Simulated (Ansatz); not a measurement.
Y2Ti2O7 (Fd-3m), computed twice by G0W0.

```xyz
22
Lattice="0.0000 5.0493 5.0493 5.0493 0.0000 5.0493 5.0493 5.0493 0.0000" Properties=species:S:1:pos:R:3 pbc="T T T"
Y     1.2623    1.2623    1.2623
Y     1.2623    3.7870    3.7870
Y     3.7870    3.7870    1.2623
Y     3.7870    1.2623    3.7870
Ti    6.3116    6.3116    6.3116
Ti    6.3116    3.7870    3.7870
Ti    3.7870    3.7870    6.3116
Ti    3.7870    6.3116    3.7870
O     9.6396    7.5739    7.5739
O     5.0493    7.1149    5.0493
O     5.5083    7.5739    7.5739
O     5.0493    2.9837    5.0493
O     7.5739    9.6396    7.5739
O     5.0493    5.0493    7.1149
O     7.5739    5.5083    7.5739
O     5.0493    5.0493    2.9837
O     2.9837    5.0493    5.0493
O     7.5739    7.5739    9.6396
O     7.1149    5.0493    5.0493
O     7.5739    7.5739    5.5083
O     0.0000    0.0000    0.0000
O     2.5246    2.5246    2.5246
```

Geometry: measured cell, ions relaxed with LDA. The runs that relaxed it are not among those shown. PAW set soft_2, made with PBE.

The first (Ansatz 0.2.0; start LDA, 2×2×2 mesh, 968 empty bands, screening to 140 eV; 1 × NVIDIA GB200 (shared by 2 runs) with 24 threads of Arm Neoverse V2, shared host) gave, on its mesh: starting gap 2.78 eV, G0W0 gap 4.64 eV, RPA ε∞ (mean) 6.17, 4.5 s.

The second gave: starting gap 2.78 eV, G0W0 gap 4.64 eV, RPA ε∞ (mean) 6.24, 3.1 s.

What was changed in the input? Choose among start, files, mesh, bands and cutoff, frequency model or another key.

Changed: empty bands from 968 to 450 and screening cutoff (eV) from 140.0 to 84. The starting gap stayed, which rules out the functional and points to the GW step. Other changes could give like numbers; this is the one that was made.

Limits: not at the basis limit; no spin-orbit coupling; coarse k mesh.

[Paths, hosts, dates, memory and timing lines, banners, echoed tables and standing remarks are left out of the program output.]

[Logs are printed without paths, hosts, clocks, repeated set-up lines and the standing remarks that a program may print on its own settings, such as how far it seeks lower states.]

[Runs of the session that timed out or met a known fault of the program may be left out.]

[Cells called generated may have been cut or substituted from an entry of the Crystallography Open Database or the Materials Project.]

[Hosts, paths, dates, database ids (printed as entryN), source tags and the programs' standing remarks are cut or masked in the printed files.]
